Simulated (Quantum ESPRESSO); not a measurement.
# Core-hole calculation of the C K edge in Sc2CO (R-3m)

What does one-electron theory with a core hole give for the C K edge of Sc2CO (R-3m)?

Main program and level: Quantum ESPRESSO 7.5; X-ray absorption near-edge structure, plane-wave PAW PBEsol, one-electron final states by a Lanczos continued fraction.

**1. Starting point**

Symmetry: R-3m, No. 166, trigonal system. The conventional cell has a = 3.243 Å, b = 3.243 Å, c = 15.870 Å, α = 90.00°, β = 90.00°, γ = 120.00°. Nearest to Sc lie 3 C at 2.26 Å and 3 O at 2.33 Å. O has 6 Sc at 2.33 Å nearest. Nearest to C lie 6 Sc at 2.26 Å. Farther neighbours and most contacts between anions are not listed.

Coordinates:

```cif
data_structure
_symmetry_space_group_name_H-M 'R-3m:H'
_symmetry_Int_Tables_number 166
_cell_length_a 3.2428
_cell_length_b 3.2428
_cell_length_c 15.8702
_cell_angle_alpha 90.000
_cell_angle_beta 90.000
_cell_angle_gamma 120.000
_cell_volume 144.53
loop_
_atom_site_label
_atom_site_type_symbol
_atom_site_symmetry_multiplicity
_atom_site_Wyckoff_symbol
_atom_site_fract_x
_atom_site_fract_y
_atom_site_fract_z
_atom_site_occupancy
Sc1 Sc 6 c 0.66667 0.33333 0.08692 1
O1 O 3 a 0.00000 0.00000 0.00000 1
C1 C 3 b 0.33333 0.66667 0.16667 1
```

**2. The field without a hole**

The ground state comes first: it tells whether the system has a gap, which decides how the excited electron is treated.

File scf.in:

```
&control
   calculation='scf', prefix='x', pseudo_dir='../pp', outdir='tmp', tprnfor=.true.
/
&system
   ibrav=0, nat=4, ntyp=3, nbnd=20
   ecutwfc=50, ecutrho=450
   occupations='smearing', smearing='mv', degauss=0.015
/
&electrons
   conv_thr=4.0e-08, electron_maxstep=120
   mixing_beta=0.5
/
ATOMIC_SPECIES
Sc 1.0 Sc.pbesol-spn-kjpaw.UPF
O 1.0 O.pbesol-n-kjpaw.UPF
C3 1.0 C.pbesol-n-kjpaw.UPF
CELL_PARAMETERS angstrom
  1.62138916 0.93610947 5.29006396
  -1.62138916 0.93610947 5.29006396
  0.00000000 -1.87221894 5.29006396
ATOMIC_POSITIONS crystal
Sc   0.75358596 0.75358596 0.75358596
Sc   0.24641404 0.24641404 0.24641404
O    0.00000000 0.00000000 0.00000000
C3   0.50000000 0.50000000 0.50000000
K_POINTS automatic
10 10 10 0 0 0
```

File Sc.pbesol-spn-kjpaw.ld1.in:

```
&input
   title='Sc', zed=21., rel=1, iswitch=3, dft='PBESOL',
   config='[Ar] 4s2 4p0 3d1'
/
&inputp
   file_pseudopw='Sc.pbesol-spn-kjpaw.UPF', author='',
   lpaw=.true.,
   pseudotype=3,
   lloc=-1,
   rcloc=1.2,
   which_augfun='PSQ',
   rmatch_augfun_nc=.true.,
   nlcc=.true.,
   new_core_ps=.true.,
   rcore=0.8,
   tm=.true.,
   lgipaw_reconstruction=.true., use_paw_as_gipaw=.true.
/
6
3S  1  0  2.00  0.00  0.90  1.30  0.0
4S  2  0  2.00  0.00  0.90  1.30  0.0
3P  2  1  6.00  0.00  0.90  1.45  0.0
4P  3  1  0.00  7.00  0.90  1.45  0.0
3D  3  2  1.00  0.00  1.00  1.50  0.0
3D  3  2  0.00  6.00  1.00  1.50  0.0
```

File O.pbesol-n-kjpaw.ld1.in:

```
&input
   title='O', zed=8., rel=1, iswitch=3, dft='PBESOL',
   config='[He] 2s2 2p4'
/
&inputp
   file_pseudopw='O.pbesol-n-kjpaw.UPF', author='',
   lpaw=.true.,
   pseudotype=3,
   lloc=-1,
   rcloc=1.1,
   which_augfun='PSQ',
   rmatch_augfun_nc=.true.,
   nlcc=.true.,
   new_core_ps=.true.,
   rcore=0.7,
   tm=.true.,
   lgipaw_reconstruction=.true., use_paw_as_gipaw=.true.
/
4
2S  1  0  2.00  0.00  1.00  1.30  0.0
2S  1  0  0.00  1.00  1.00  1.30  0.0
2P  2  1  4.00  0.00  0.90  1.35  0.0
2P  2  1  0.00  0.05  0.90  1.35  0.0
```

File C.pbesol-n-kjpaw.ld1.in:

```
&input
   title='C', zed=6., rel=1, iswitch=3, dft='PBESOL',
   config='[He] 2s2 2p2'
/
&inputp
   file_pseudopw='C.pbesol-n-kjpaw.UPF', author='',
   lpaw=.true.,
   pseudotype=3,
   lloc=-1,
   rcloc=0.9,
   which_augfun='PSQ',
   rmatch_augfun_nc=.true.,
   nlcc=.true.,
   new_core_ps=.true.,
   rcore=0.7,
   tm=.true.,
   lgipaw_reconstruction=.true., use_paw_as_gipaw=.true.
/
4
2S  1  0  2.00  0.00  1.00  1.20  0.0
2S  1  0  0.00  3.00  1.00  1.20  0.0
2P  2  1  2.00  0.00  0.90  1.40  0.0
2P  2  1  0.00  0.05  0.90  1.40  0.0
```

Run with:

```sh
$ OMP_NUM_THREADS=1 mpirun --oversubscribe --bind-to none -np 4 pw.x -nk 4 -in scf.in > scf.out
```

The log of the run:

```text
     [... banner and references ...]
using ibrav=0 with symmetry is DISCOURAGED, use correct ibrav instead

     G-vector sticks info
     --------------------

     Using Slab Decomposition

     bravais-lattice index     =            0
     lattice parameter (alat)  =      10.6044  a.u.
     unit-cell volume          =     325.1043 (a.u.)^3
     number of atoms/cell      =            4
     number of atomic types    =            3
     number of electrons       =        32.00
     number of Kohn-Sham states=           20
     kinetic-energy cutoff     =      50.0000  Ry
     charge density cutoff     =     450.0000  Ry
     scf convergence threshold =      4.0E-08
     mixing beta               =       0.5000
     number of iterations used =            8  plain     mixing
     Exchange-correlation= SLA  PW   PSX  PSC
                           (   1   4  10   8   0   0   0)

     celldm(1)=  10.604375  celldm(2)=   0.000000  celldm(3)=   0.000000
     celldm(4)=   0.000000  celldm(5)=   0.000000  celldm(6)=   0.000000

     crystal axes: (cart. coord. in units of alat)
               a(1) = (   0.288936   0.166817   0.942703 )
               a(2) = (  -0.288936   0.166817   0.942703 )
               a(3) = (   0.000000  -0.333634   0.942703 )

     reciprocal axes: (cart. coord. in units 2 pi/alat)
               b(1) = (  1.730489  0.999098  0.353593 )
               b(2) = ( -1.730489  0.999098  0.353593 )
               b(3) = (  0.000000 -1.998197  0.353593 )

     PseudoPot. #1 for Sc:     Pseudo is Projector augmented-wave + core cor, Zval = 11.0

     ../pp/O.pbesol-n-kjpaw.UPF
     Pseudo is Projector augmented-wave + core cor, Zval =  6.0
     Shape of augmentation charge: PSQ
     Using radial grid of 1095 points,  4 beta functions with:
                l(1) =   0
                l(2) =   0
                l(3) =   1
                l(4) =   1
     Q(r) pseudized with 0 coefficients

     ../pp/C.pbesol-n-kjpaw.UPF
     Pseudo is Projector augmented-wave + core cor, Zval =  4.0
     Shape of augmentation charge: PSQ
     Using radial grid of 1073 points,  4 beta functions with:
                l(1) =   0
                l(2) =   0
                l(3) =   1
                l(4) =   1
     Q(r) pseudized with 0 coefficients

     atomic species   valence    mass     pseudopotential
     Sc               11.00     1.00000     Sc( 1.00)
     O                 6.00     1.00000     O ( 1.00)
     C3                4.00     1.00000     C ( 1.00)

     12 Sym. Ops., with inversion, found

   Cartesian axes

     site n.     atom                  positions (alat units)
         1        Sc     tau(   1) = (   0.0000000   0.0000000   2.1312224  )
         2        Sc     tau(   2) = (   0.0000000   0.0000000   0.6968855  )
         3        O      tau(   3) = (   0.0000000   0.0000000   0.0000000  )
         4        C3     tau(   4) = (   0.0000000   0.0000000   1.4140540  )

     number of k points=   116  Marzari-Vanderbilt smearing, width (Ry)=  0.0150

     Number of k-points >= 100: set verbosity='high' to print them.

     Dense  grid:    52501 G-vectors     FFT dimensions: (  72,  72,  72)

     Smooth grid:    15543 G-vectors     FFT dimensions: (  48,  48,  48)

     Initial potential from superposition of free atoms

     starting charge      31.9951, renormalised to      32.0000
     Starting wfcs are   28 randomized atomic wfcs
     Checking if some PAW data can be deallocated...

     per-process dynamical memory:    74.7 Mb

     Self-consistent Calculation

     iteration #  1     ecut=    50.00 Ry     beta= 0.50
     Davidson diagonalization with overlap
     ethr =  1.00E-02,  avg # of iterations =  2.0

     total energy              =    -369.23901725 Ry
     estimated scf accuracy    <       1.56666059 Ry

     iteration #  2     ecut=    50.00 Ry     beta= 0.50
     Davidson diagonalization with overlap
     ethr =  4.90E-03,  avg # of iterations =  5.6

     total energy              =    -369.72335642 Ry
     estimated scf accuracy    <       1.22954702 Ry

     iteration #  3     ecut=    50.00 Ry     beta= 0.50
     Davidson diagonalization with overlap
     ethr =  3.84E-03,  avg # of iterations =  3.2

     total energy              =    -369.91756561 Ry
     estimated scf accuracy    <       0.06979340 Ry

     iteration #  4     ecut=    50.00 Ry     beta= 0.50
     Davidson diagonalization with overlap
     ethr =  2.18E-04,  avg # of iterations =  7.0

     total energy              =    -369.95697127 Ry
     estimated scf accuracy    <       0.02280478 Ry

     iteration #  5     ecut=    50.00 Ry     beta= 0.50
     Davidson diagonalization with overlap
     ethr =  7.13E-05,  avg # of iterations =  8.1

     total energy              =    -369.97240403 Ry
     estimated scf accuracy    <       0.07367001 Ry

[...]
c_bands:  1 eigenvalues not converged
     c_bands:  1 eigenvalues not converged
     c_bands:  1 eigenvalues not converged
     c_bands:  1 eigenvalues not converged
     c_bands:  1 eigenvalues not converged
[...]
c_bands:  1 eigenvalues not converged
[...]
c_bands:  1 eigenvalues not converged
[...]
c_bands:  1 eigenvalues not converged
[...]
total energy              =    -369.96483965 Ry
[...]
iteration # 18     ecut=    50.00 Ry     beta= 0.50
     Davidson diagonalization with overlap
     ethr =  3.25E-09,  avg # of iterations =  1.0

     total energy              =    -369.96483933 Ry
     estimated scf accuracy    <       0.00000154 Ry

     iteration # 19     ecut=    50.00 Ry     beta= 0.50
     Davidson diagonalization with overlap
     ethr =  3.25E-09,  avg # of iterations =  1.4

     total energy              =    -369.96483913 Ry
     estimated scf accuracy    <       0.00000066 Ry

     iteration # 20     ecut=    50.00 Ry     beta= 0.50
     Davidson diagonalization with overlap
     ethr =  2.07E-09,  avg # of iterations =  6.2

     End of self-consistent calculation

     Number of k-points >= 100: set verbosity='high' to print the bands.

     the Fermi energy is    11.8751 ev

!    total energy              =    -369.96483932 Ry
     total all-electron energy =     -3279.653490 Ry
     estimated scf accuracy    <       0.00000003 Ry
     smearing contrib. (-TS)   =       0.00101923 Ry
     internal energy E=F+TS    =    -369.96585855 Ry

     The total energy is F=E-TS. E is the sum of the following terms:
     one-electron contribution =     -49.34731357 Ry
     hartree contribution      =      41.42955749 Ry
     xc contribution           =     -46.75588113 Ry
     ewald contribution        =    -183.05805025 Ry
     one-center paw contrib.   =    -132.23417108 Ry

     convergence has been achieved in  20 iterations

     Forces acting on atoms (cartesian axes, Ry/au):

     atom    1 type  1   force =     0.00000000   -0.00000000   -0.00298256
     atom    2 type  1   force =     0.00000000    0.00000000    0.00298256
     atom    3 type  2   force =     0.00000000    0.00000000   -0.00000000
     atom    4 type  3   force =     0.00000000    0.00000000    0.00000000

     Total force =     0.004218     Total SCF correction =     0.000489
     SCF correction compared to forces is large: reduce conv_thr to get better values

     XML data file, charge density, pseudopotentials, collected wavefunctions

=------------------------------------------------------------------------------=
   JOB DONE.
=------------------------------------------------------------------------------=
```

Elapsed: 50 s, on 4 MPI ranks of Intel Xeon 6975P-C (Granite Rapids), shared host; peak memory 0.15 GiB.

Absorbing atoms carry a label of their own (element plus a letter or digit), as the spectrum program needs them as separate species.

The mesh shows no gap, so the system is treated as a metal and the core electron is put at the Fermi level (neutral cell).

**3. Spectrum without a core hole, C atom 4**

This cheap baseline ignores the attraction of the hole: it shows the absorber's empty states as they are in the ground state.

The absorber has 6 Sc at 2.26 Å (octahedral, site symmetry -3m).

File xspectra.in:

```
&input_xspectra
   calculation='xanes_dipole', edge='K'
   prefix='x', outdir='tmp', xiabs=3, xe0=11.8751
   xonly_plot=.false., x_save_file='xanes.sav'
   xniter=3000, xcheck_conv=20, xerror=0.005
   xcoordcrys=.false., xepsilon(1)=1, xepsilon(2)=0, xepsilon(3)=0
/
&plot
   xnepoint=413, xemin=-10, xemax=45, terminator=.true., cut_occ_states=.true.
   xgamma=0.4
/
&pseudos
   filecore='../C.wfc'
/
&cut_occ
   cut_desmooth=0.1, cut_stepl=0.05, cut_stepu=0.05, cut_ierror=1e-5
/
11 11 11 0 0 0
```

Run with:

```sh
$ OMP_NUM_THREADS=1 mpirun --oversubscribe --bind-to none -np 4 xspectra.x -nk 4 -in xspectra.in > xspectra.out
```

The log of the run:

```text
     [... banner and references ...]
Reading input_file

     calculation: xanes_dipole

     xepsilon  [cartesian coordinates]:   1.000000   0.000000   0.000000

     xonly_plot: FALSE
        => complete calculation: Lanczos + spectrum plot

     filecore (core-wavefunction file): ../C.wfc

     main plot parameters:
        cut_occ_states: TRUE
        gamma_mode:  constant
        -> using xgamma [eV]:  0.40
        xemin [eV]: -10.00
        xemax [eV]:  45.00
        xnepoint:  413
        xe0 [eV]:  11.875100 (energy zero read in input file)

[...]
Results of STEP 1 successfully written in x_save_file
     x_save_file name:
     ->  xanes.sav
     x_save_file version:  2

     ... End STEP 1 ...

     ... Begin STEP 2 ...

     The spectrum is calculated using the following parameters:
        xe0 [eV]:   11.8751
        the occupied states are elimintate from the spectrum
        xemin [eV]: -10.00
        xemax [eV]:  45.00
        xnepoint:  413
        constant broadening parameter [eV]:    0.400
        Core level energy [eV]:  -284.2
         (from electron binding energy of neutral atoms in X-ray data booklet)

     Cross-section successfully written in xanes.dat

     ... End STEP 2 ...

                                END JOB XSpectra
```

The job ended after 4.2 min (4 MPI ranks; peak memory 0.17 GiB).

The C K spectrum, C atom 4, no core hole (energy from the energy zero of the input (xe0, at the border of filled and empty states); intensity scaled to a mean of 1 over the first 20 eV; the points at xe0, where the cut of filled states can leave a spike, are interpolated; polarised curves are means over the symmetry-equivalent atoms):

```csv
E (eV),isotropic,ε ⊥ c,ε ∥ c
-2.0,0.03,0.04,0.03
-1.5,0.04,0.04,0.04
-1.0,0.06,0.06,0.04
-0.5,0.09,0.10,0.06
0.0,0.15,0.18,0.10
0.5,0.21,0.24,0.15
1.0,0.27,0.29,0.21
1.5,0.33,0.37,0.26
2.0,0.38,0.43,0.29
2.5,0.45,0.49,0.36
3.0,0.54,0.53,0.55
3.5,0.61,0.58,0.67
4.0,0.73,0.69,0.82
4.5,0.92,0.92,0.93
5.0,1.08,1.07,1.11
5.5,1.16,1.04,1.38
6.0,1.28,1.15,1.56
6.5,1.84,1.73,2.06
7.0,2.26,2.35,2.08
7.5,1.97,2.26,1.38
8.0,1.38,1.55,1.05
8.5,0.95,0.91,1.03
9.0,0.84,0.73,1.04
9.5,0.79,0.70,0.97
10.0,0.89,0.85,0.96
10.5,0.98,0.87,1.19
11.0,0.91,0.79,1.14
11.5,0.81,0.72,1.00
12.0,0.97,0.82,1.26
12.5,1.44,1.12,2.10
13.0,1.89,1.60,2.47
13.5,2.04,2.17,1.79
14.0,1.90,2.17,1.38
14.5,1.39,1.65,0.87
15.0,0.90,1.07,0.55
15.5,0.67,0.77,0.47
16.0,0.73,0.81,0.57
16.5,0.86,0.96,0.67
17.0,1.10,1.18,0.95
17.5,1.19,1.24,1.10
18.0,0.90,0.88,0.94
18.5,0.79,0.74,0.89
19.0,0.71,0.68,0.76
19.5,0.62,0.62,0.62
20.0,0.55,0.55,0.55
20.5,0.51,0.50,0.53
21.0,0.46,0.46,0.45
21.5,0.42,0.43,0.40
22.0,0.39,0.41,0.36
22.5,0.38,0.39,0.34
23.0,0.37,0.37,0.38
23.5,0.39,0.39,0.38
24.0,0.47,0.47,0.47
24.5,0.50,0.52,0.47
25.0,0.50,0.54,0.42
25.5,0.50,0.54,0.42
26.0,0.52,0.56,0.44
26.5,0.48,0.50,0.45
27.0,0.52,0.50,0.54
27.5,0.61,0.53,0.77
28.0,0.73,0.59,1.01
28.5,0.92,0.80,1.16
29.0,1.25,1.19,1.38
29.5,1.49,1.40,1.67
30.0,1.77,1.68,1.95
30.5,1.90,1.85,2.01
31.0,1.79,1.77,1.84
31.5,1.02,1.03,1.00
32.0,0.67,0.63,0.75
```

Main maxima below 24 eV (height): 7.1 eV (2.28), 10.6 eV (0.98), 13.6 eV (2.07) and 17.4 eV (1.23). A K edge sees empty p states on the absorber.

**4. Another broadening**

The final state's lifetime shortens with energy, so measured features broaden above the edge; the saved Lanczos coefficients are redrawn with a width that grows.

File xspectra_plot.in:

```
&input_xspectra
   calculation='xanes_dipole', edge='K'
   prefix='x', outdir='tmp', xiabs=3, xe0=11.8751
   xonly_plot=.true., x_save_file='xanes.sav'
   xniter=3000, xcheck_conv=20, xerror=0.005
   xcoordcrys=.false., xepsilon(1)=1, xepsilon(2)=0, xepsilon(3)=0
/
&plot
   xnepoint=413, xemin=-10, xemax=45, terminator=.true., cut_occ_states=.true.
   gamma_mode='variable', gamma_energy(1)=4, gamma_energy(2)=25, gamma_value(1)=0.3, gamma_value(2)=2.5
/
&pseudos
   filecore='../C.wfc'
/
&cut_occ
   cut_desmooth=0.1, cut_stepl=0.05, cut_stepu=0.05, cut_ierror=1e-5
/
11 11 11 0 0 0
```

Run with:

```sh
$ OMP_NUM_THREADS=1 xspectra.x -in xspectra_plot.in > xspectra_plot.out
```

The log of the run:

```text
     [... banner and references ...]
Reading input_file
     -------------------------------------------------------------------------

     calculation: xanes_dipole

     xonly_plot: TRUE
        => only the spectrum plot

     main plot parameters:
        cut_occ_states: TRUE
        gamma_mode:  variable
        -> first, constant up to point ( 4.00, 0.30) [eV]
        -> then, linear up to point (25.00, 2.50) [eV]
        -> finally, constant up to xemax
        xemin [eV]: -10.00
        xemax [eV]:  45.00
        xnepoint:  413
[...]
xemin [eV]: -10.00
        xemax [eV]:  45.00
        xnepoint:  413
        energy-dependent broadening parameter:
         -> first, constant up to point ( 4.00, 0.30) [eV]
         -> then, linear up to point (25.00, 2.50) [eV]
         -> finally, constant up to xemax
        Core level energy [eV]:  -284.2
         (from electron binding energy of neutral atoms in X-ray data booklet)

     Cross-section successfully written in xanes.dat

     -------------------------------------------------------------------------
                                END JOB XSpectra
     -------------------------------------------------------------------------
[key lines of the parts left out:]
Fermi level [eV]:  12.1697
```

Run time: 22 s. Hardware: 1 MPI rank; peak memory 0.13 GiB.

With a Lorentzian half width 0.3 eV up to 4 eV, rising linearly to 2.5 eV at 25 eV, the maxima are 7.0 eV (2.04) and 13.4 eV (1.49).

**5. Reference energy of the supercell**

The photon energy needs a difference of total energies, so the cell and mesh of the coming hole run are first run without a hole.

File scf.in:

```
&control
   calculation='scf', prefix='x', pseudo_dir='../pp', outdir='tmp', tprnfor=.true.
/
&system
   ibrav=0, nat=12, ntyp=3, nbnd=59
   ecutwfc=50, ecutrho=450
   occupations='smearing', smearing='mv', degauss=0.015
/
&electrons
   conv_thr=1.2e-07, electron_maxstep=120
   mixing_beta=0.5
/
ATOMIC_SPECIES
Sc 1.0 Sc.pbesol-spn-kjpaw.UPF
O 1.0 O.pbesol-n-kjpaw.UPF
C 1.0 C.pbesol-n-kjpaw.UPF
CELL_PARAMETERS angstrom
  0.00000000 -1.87221894 5.29006396
  0.00000000 5.61665682 0.00000000
  -4.86416749 2.80832841 0.00000000
ATOMIC_POSITIONS crystal
Sc   0.26075788 0.75358596 0.00000000
Sc   0.26075788 0.08691929 0.33333333
Sc   0.26075788 0.42025263 0.66666667
Sc   0.73924212 0.24641404 0.00000000
Sc   0.73924212 0.57974737 0.33333333
Sc   0.73924212 0.91308071 0.66666667
O    0.00000000 0.00000000 0.00000000
O    0.00000000 0.33333333 0.33333333
O    0.00000000 0.66666667 0.66666667
C    0.50000000 0.50000000 0.00000000
C    0.50000000 0.83333333 0.33333333
C    0.50000000 0.16666667 0.66666667
K_POINTS automatic
5 6 6 0 0 0
```

Run with:

```sh
$ OMP_NUM_THREADS=1 mpirun --oversubscribe --bind-to none -np 4 pw.x -nk 4 -in scf.in > scf.out
```

The log of the run:

```text
     [... banner and references ...]
[banner, memory and clock lines left out]
Found identity + (  0.0000  0.3333  0.3333) symmetry
     This is a supercell, fractional translations are disabled
     using ibrav=0 with symmetry is DISCOURAGED, use correct ibrav instead

     G-vector sticks info

     bravais-lattice index     =            0
     lattice parameter (alat)  =      10.6044  a.u.
     unit-cell volume          =     975.3128 (a.u.)^3
[...]
atom    3 type  1   force =     0.00000019   -0.00000944   -0.00301257
[...]
atom   11 type  3   force =    -0.00000022    0.00000000    0.00000000
     atom   12 type  3   force =     0.00000022    0.00000000    0.00000000

     Total force =     0.007380     Total SCF correction =     0.000847
     SCF correction compared to forces is large: reduce conv_thr to get better values

     XML data file, charge density, pseudopotentials, collected wavefunctions
[key lines of the parts left out:]
!    total energy              =   -1109.89485028 Ry
the Fermi energy is    11.9093 ev
convergence has been achieved in  17 iterations
```

Run time: 2 min. Hardware: 4 MPI ranks; peak memory 0.36 GiB; 8.1 min of CPU time.

Reference energy: -133865.881 eV with the cores included.

(Continued in part 2 of 4.)

[Banner, clock and machine lines of the logs are left out without a mark of their own.]

[Logs are printed without paths, hosts, clocks, repeated set-up lines and the standing remarks that a program may print on its own settings, such as how far it seeks lower states.]

[Hosts, paths, dates, database ids (printed as entryN), source tags and the programs' standing remarks are cut or masked in the printed files.]

[Lists of maxima count a maximum above −3 eV only where it reaches 4 % of the highest in the window and stands out from its surroundings by 2 % of it (1.5 % where it reaches 55 %); shoulders and weaker maxima are passed over, and of the rest the first, up to two pre-edge ones and the few strongest are named.]
